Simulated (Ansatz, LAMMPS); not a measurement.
# Glassy nearly rigid 98GeO2-2ZnO (mol %), relaxed from a frame at 1700 K (194 atoms): atom by atom

The starting structure: 194 atoms (64 Ge, 1 Zn, 129 O) placed at random at 3.68 g/cm³, melted at 4000 K for 10 ps at fixed volume with the Morse and Coulomb pair potential with partial charges (Pedone, Malavasi, Menziani, Cormack and Segre, J. Phys. Chem. B 110, 11780 (2006)). Snapshot at the end of a hold of 10 ps at 1700 K and fixed volume.

Geometry: step 2 of a relaxation. Computed with Ansatz 0.2.0: Kohn-Sham DFT, RPBE, PAW (set soft_2), plane waves; cutoff 420 eV, Γ point, fermi-dirac smearing of 0.025 eV; density 3.68 g/cm³.

Extended XYZ; positions in Å, forces in eV/Å:

```xyz
194
Lattice="14.510 0.000 0.000 0.000 14.510 0.000 0.000 0.000 14.510" Properties=species:S:1:pos:R:3:forces:R:3 pbc="T T T"
Ge 10.63 2.42 9.58 0.22 1.06 -2.33
Ge 9.49 5.39 8.01 2.31 0.76 2.15
Ge 7.64 10.96 10.40 3.20 -0.71 1.48
Ge 7.58 10.33 13.51 1.25 -2.06 5.27
Ge 4.52 5.43 8.97 0.50 -0.61 0.87
Ge 3.78 9.64 11.87 -1.14 0.11 1.68
Ge 1.93 5.41 3.93 0.93 -1.14 0.33
Ge 2.00 13.44 9.80 -0.38 -1.43 2.21
Ge 10.74 12.69 9.70 -3.02 -0.92 0.61
Ge 5.13 12.27 10.58 -1.16 0.70 0.32
Ge 10.59 9.21 13.79 -0.20 3.83 -1.73
Ge 12.04 4.99 13.60 4.20 -2.83 0.75
Ge 8.47 8.39 8.95 0.22 -2.16 -0.64
Ge 13.94 3.14 8.67 -1.11 -1.05 1.56
Ge 6.51 5.37 0.87 2.05 1.63 -1.63
Ge 9.76 2.65 1.22 1.53 0.92 1.34
Ge 2.33 2.65 3.99 1.38 1.13 -1.47
Ge 8.26 11.74 1.95 -1.41 -2.31 3.41
Ge 14.46 10.92 0.11 -1.75 0.66 -1.11
Ge 13.19 10.57 6.29 0.11 0.26 0.24
Ge 13.31 1.91 13.28 1.72 0.20 -0.59
Ge 0.81 5.84 13.65 1.93 -0.27 1.62
Ge 13.57 6.15 5.25 -0.71 -0.82 -1.86
Ge 12.60 13.85 2.96 0.42 0.15 -1.59
Ge 4.51 2.39 8.13 -0.02 0.06 2.00
Ge 10.42 0.11 12.47 -0.54 -0.70 2.56
Ge 1.25 2.80 0.88 -0.09 -1.26 1.83
Ge 14.15 9.73 3.15 -0.13 -2.54 -0.18
Ge 4.95 11.38 5.88 2.16 2.42 -0.60
Ge 10.62 12.80 6.40 -0.26 1.03 0.55
Ge 1.22 1.86 10.94 -0.47 1.89 -0.53
Ge 6.96 4.04 6.49 -2.65 -2.07 -2.59
Ge 13.86 11.38 9.37 -0.20 -1.78 0.87
Ge 9.48 0.04 3.29 -0.16 -0.53 -2.38
Ge 6.48 8.69 6.25 0.25 2.07 1.47
Ge 14.14 6.51 8.52 -1.69 -2.38 -0.56
Ge 1.99 7.68 1.56 1.07 1.32 3.25
Ge 1.29 14.04 3.90 -1.45 0.61 -1.50
Ge 4.78 6.46 11.96 -1.21 -0.22 -0.22
Ge 8.10 1.08 8.08 0.04 0.69 -0.05
Ge 4.51 6.30 6.06 -2.31 -0.61 1.14
Ge 7.04 13.59 5.53 0.65 3.06 -0.86
Ge 5.99 2.31 14.01 0.80 -0.32 -1.91
Ge 5.19 1.08 3.80 -0.71 0.40 0.27
Ge 1.48 7.36 10.98 -0.61 1.73 0.65
Ge 9.75 3.66 12.41 1.05 -0.07 -1.85
Ge 13.45 9.09 11.87 -1.24 4.01 3.29
Ge 12.84 2.92 5.65 0.22 0.08 0.11
Ge 3.20 11.71 0.11 0.14 -0.83 -1.53
Ge 9.99 1.73 5.80 -0.28 -2.29 -0.20
Ge 12.94 2.37 2.39 0.88 -0.78 0.38
Ge 9.95 6.55 1.22 -2.02 1.08 -1.04
Ge 7.44 5.47 10.63 -0.50 1.65 -1.06
Ge 3.23 3.60 12.96 1.21 1.00 3.05
Ge 9.02 10.24 4.71 -0.26 0.28 0.34
Ge 11.22 8.01 3.97 0.32 -1.53 -2.09
Ge 5.15 10.72 2.73 1.40 -0.42 -1.06
Ge 3.09 14.02 6.81 0.22 -1.06 0.79
Ge 11.89 12.27 0.16 -0.12 0.42 -0.76
Ge 5.20 8.43 0.74 -1.13 -0.35 0.34
Ge 7.31 3.76 3.28 -2.69 -0.19 -0.29
Ge 11.53 8.00 7.79 -1.03 0.19 -0.27
Ge 5.87 1.16 10.76 0.83 -0.95 -0.18
Ge 3.18 14.46 1.39 -2.27 -0.41 1.92
Zn 8.29 14.30 0.23 0.30 1.05 -0.78
O 5.59 6.76 0.21 0.13 -0.39 0.26
O 5.61 7.46 5.51 0.52 0.72 -2.18
O 6.93 1.43 9.33 0.62 -0.23 0.34
O 2.95 6.01 5.36 0.49 0.75 0.09
O 9.61 3.31 14.09 -0.43 -0.09 -0.02
O 5.25 9.98 6.74 0.47 -3.20 1.45
O 14.12 10.52 4.73 0.50 0.50 1.18
O 5.49 9.00 2.39 0.26 -0.58 1.12
O 11.82 1.16 12.82 0.28 0.01 -0.10
O 4.49 11.24 4.23 -1.90 -0.25 -0.30
O 8.56 2.23 6.71 -1.01 1.05 0.43
O 0.32 1.77 14.25 -0.76 -1.04 -0.81
O 10.26 8.16 0.49 -0.84 -2.11 2.97
O 9.01 10.52 3.03 0.89 0.20 -1.87
O 1.69 0.25 10.88 0.60 -1.97 0.72
O 7.62 14.31 7.04 -0.47 -1.17 0.27
O 13.78 10.39 1.61 -0.73 0.64 -0.18
O 12.16 11.98 6.21 0.80 0.64 -0.38
O 6.48 6.56 11.64 0.91 0.50 0.99
O 13.53 12.30 13.97 0.14 0.02 0.03
O 12.96 4.54 5.15 -0.37 -0.09 -0.20
O 3.89 1.99 4.55 -0.29 0.62 0.59
O 14.49 3.23 2.05 -1.31 0.54 0.57
O 4.12 12.48 6.92 -1.09 1.44 0.77
O 13.14 0.65 1.91 -0.38 1.05 -0.99
O 0.36 6.16 4.11 -1.09 1.49 -0.53
O 14.21 2.00 11.69 -1.87 0.40 0.46
O 2.57 3.80 2.53 -0.78 -0.73 0.93
O 12.36 12.17 9.54 -0.14 1.15 0.05
O 12.22 12.54 1.85 -0.29 -0.20 0.69
O 14.30 7.73 11.51 1.22 -3.25 -0.36
O 9.55 1.54 4.14 -0.19 2.78 -0.04
O 10.43 6.75 2.85 0.31 0.55 1.58
O 4.50 1.84 9.93 -1.17 0.60 -1.31
O 7.62 9.18 10.16 -0.89 0.94 1.20
O 8.27 5.96 0.99 0.59 0.56 -0.28
O 6.35 2.16 12.12 -0.12 0.16 0.90
O 8.43 4.54 11.62 0.30 -0.67 0.94
O 6.02 2.68 7.29 1.34 -0.30 -0.75
O 10.96 13.40 13.73 -0.97 0.11 -0.14
O 11.85 8.96 12.65 0.15 -1.13 -1.47
O 13.72 5.54 13.82 -2.70 0.35 -0.52
O 3.57 1.10 7.41 0.19 0.25 -0.69
O 4.50 0.17 2.46 1.43 -0.33 -0.08
O 10.56 13.94 10.90 0.60 -0.54 -1.64
O 8.60 3.50 2.23 1.46 0.43 -1.20
O 6.30 9.47 14.36 -0.62 -0.42 -0.56
O 6.67 11.58 2.75 -0.01 1.10 0.11
O 6.15 4.96 2.47 -0.14 -1.20 2.86
O 7.56 9.37 5.10 -0.34 0.33 -0.73
O 6.73 11.99 5.83 -1.30 -2.58 0.51
O 2.35 1.45 1.36 -0.07 1.31 -0.96
O 3.86 6.18 10.43 -0.96 0.61 0.64
O 6.47 11.82 9.54 -0.77 1.22 -2.07
O 2.26 13.76 5.30 0.29 -0.82 0.99
O 6.47 3.98 14.33 0.36 0.29 -0.56
O 11.98 6.87 5.00 0.63 -0.91 1.36
O 12.66 8.73 3.37 1.03 0.90 -1.13
O 14.29 9.77 13.37 0.14 -1.81 -1.89
O 5.67 13.91 11.03 0.65 0.12 0.91
O 14.10 6.63 6.78 1.52 0.81 1.74
O 8.73 0.48 12.88 1.31 -0.62 0.57
O 13.62 4.81 9.07 0.33 1.36 -0.18
O 1.97 13.78 8.20 -0.32 0.72 -4.42
O 7.55 8.10 7.52 -0.89 -0.18 -0.77
O 9.54 11.67 5.58 -0.49 0.38 0.18
O 6.14 4.98 9.59 0.26 -1.50 -0.79
O 4.94 10.47 10.96 0.78 0.76 -1.55
O 8.52 6.54 9.48 0.93 -0.43 0.05
O 7.26 11.10 12.15 -1.95 3.54 -4.32
O 10.77 6.42 7.28 -1.02 -1.02 0.21
O 11.38 3.04 2.03 -1.42 0.88 -0.80
O 13.36 9.98 10.40 0.34 0.79 -0.89
O 14.03 13.66 3.93 1.31 -0.99 1.63
O 4.23 2.46 13.89 -1.23 -0.22 0.03
O 12.81 7.56 8.88 -0.56 0.52 1.40
O 10.98 10.77 0.12 -0.40 -0.84 0.00
O 10.45 0.08 6.35 0.47 -1.07 -0.23
O 10.11 2.34 11.21 -0.80 0.51 2.68
O 12.16 9.19 6.66 -0.14 -0.31 -0.25
O 6.75 1.12 0.45 -0.26 -0.30 0.25
O 3.59 11.00 13.02 0.07 -0.06 0.11
O 7.89 11.52 0.34 -0.12 -0.24 -3.71
O 11.26 2.68 6.40 0.00 1.22 0.65
O 9.26 11.52 10.09 1.14 0.06 0.39
O 11.08 14.01 3.78 0.24 -0.76 0.88
O 1.06 6.84 9.37 2.18 0.13 -0.52
O 10.12 12.78 8.09 -0.27 -0.04 -0.42
O 3.70 3.97 8.47 -0.55 -0.62 -0.46
O 12.74 2.03 4.16 0.55 -0.52 -0.09
O 7.67 4.28 4.86 1.08 0.64 1.48
O 8.00 4.94 7.41 -0.19 1.47 0.37
O 8.10 13.93 4.15 -0.96 -0.89 0.53
O 3.48 12.77 10.37 0.09 -0.92 -0.02
O 11.06 5.76 0.15 -1.05 0.65 2.14
O 1.67 6.11 12.20 0.99 -0.84 -0.72
O 0.99 7.05 0.38 -1.77 -0.68 -2.06
O 10.06 8.79 8.49 1.70 0.70 0.16
O 2.52 6.37 2.58 1.09 0.22 -0.33
O 5.48 14.30 5.00 0.13 0.32 0.22
O 1.75 4.11 14.26 0.94 1.60 -1.82
O 3.57 13.42 0.08 0.33 0.37 -1.36
O 1.37 1.26 3.78 -1.72 -0.10 0.25
O 1.15 8.84 2.70 -0.11 0.33 0.50
O 9.66 1.10 8.92 0.69 -0.20 -0.02
O 14.20 10.78 7.77 0.38 -0.31 -1.42
O 4.38 8.10 12.46 0.73 -0.72 1.06
O 9.06 13.23 1.88 0.61 1.63 -0.18
O 2.38 2.95 11.72 -0.85 -0.60 -2.06
O 4.47 6.72 7.87 -0.56 1.31 -1.56
O 5.41 4.87 6.20 0.75 -1.72 -0.12
O 1.90 13.40 2.37 1.08 -0.01 -0.42
O 12.34 2.30 9.28 1.17 0.07 0.10
O 6.46 2.25 3.64 0.09 -0.84 -0.34
O 11.17 4.84 12.17 -1.94 -0.52 -2.53
O 10.12 8.89 4.91 -0.20 0.01 0.79
O 1.57 11.28 0.23 1.14 0.47 0.91
O 9.91 4.01 8.99 0.42 0.15 0.21
O 1.51 3.91 4.92 0.13 -0.34 0.47
O 12.60 3.31 14.02 -0.71 0.95 0.46
O 8.96 9.42 12.98 1.66 -0.90 0.02
O 13.85 2.60 7.05 1.12 -0.71 -1.43
O 2.31 8.94 11.17 -1.13 -0.19 -1.01
O 4.23 10.98 1.26 0.26 0.05 0.77
O 3.34 8.43 0.76 1.41 0.42 -0.99
O 0.80 12.10 9.90 0.72 0.57 1.19
O 9.52 0.99 1.51 -0.14 -1.53 0.37
O 1.03 2.47 9.27 -1.19 0.50 -0.28
O 4.02 5.16 12.94 0.94 0.44 0.15
```

The network of bonds at the start is that of the classical potential that made the cell. Only the Γ point is sampled, in a cell whose shortest periodic width is 15 Å.

The r.m.s. force component is 1.21 eV/Å; the longest force, 5.92 eV/Å, acts on O135. The energy lies 141.0 meV/atom below that of the first step of this run.

[Logs are printed without paths, hosts, clocks, repeated set-up lines and the standing remarks that a program may print on its own settings, such as how far it seeks lower states.]

[Hosts, paths, dates, database ids (printed as entryN), source tags and the programs' standing remarks are cut or masked in the printed files.]
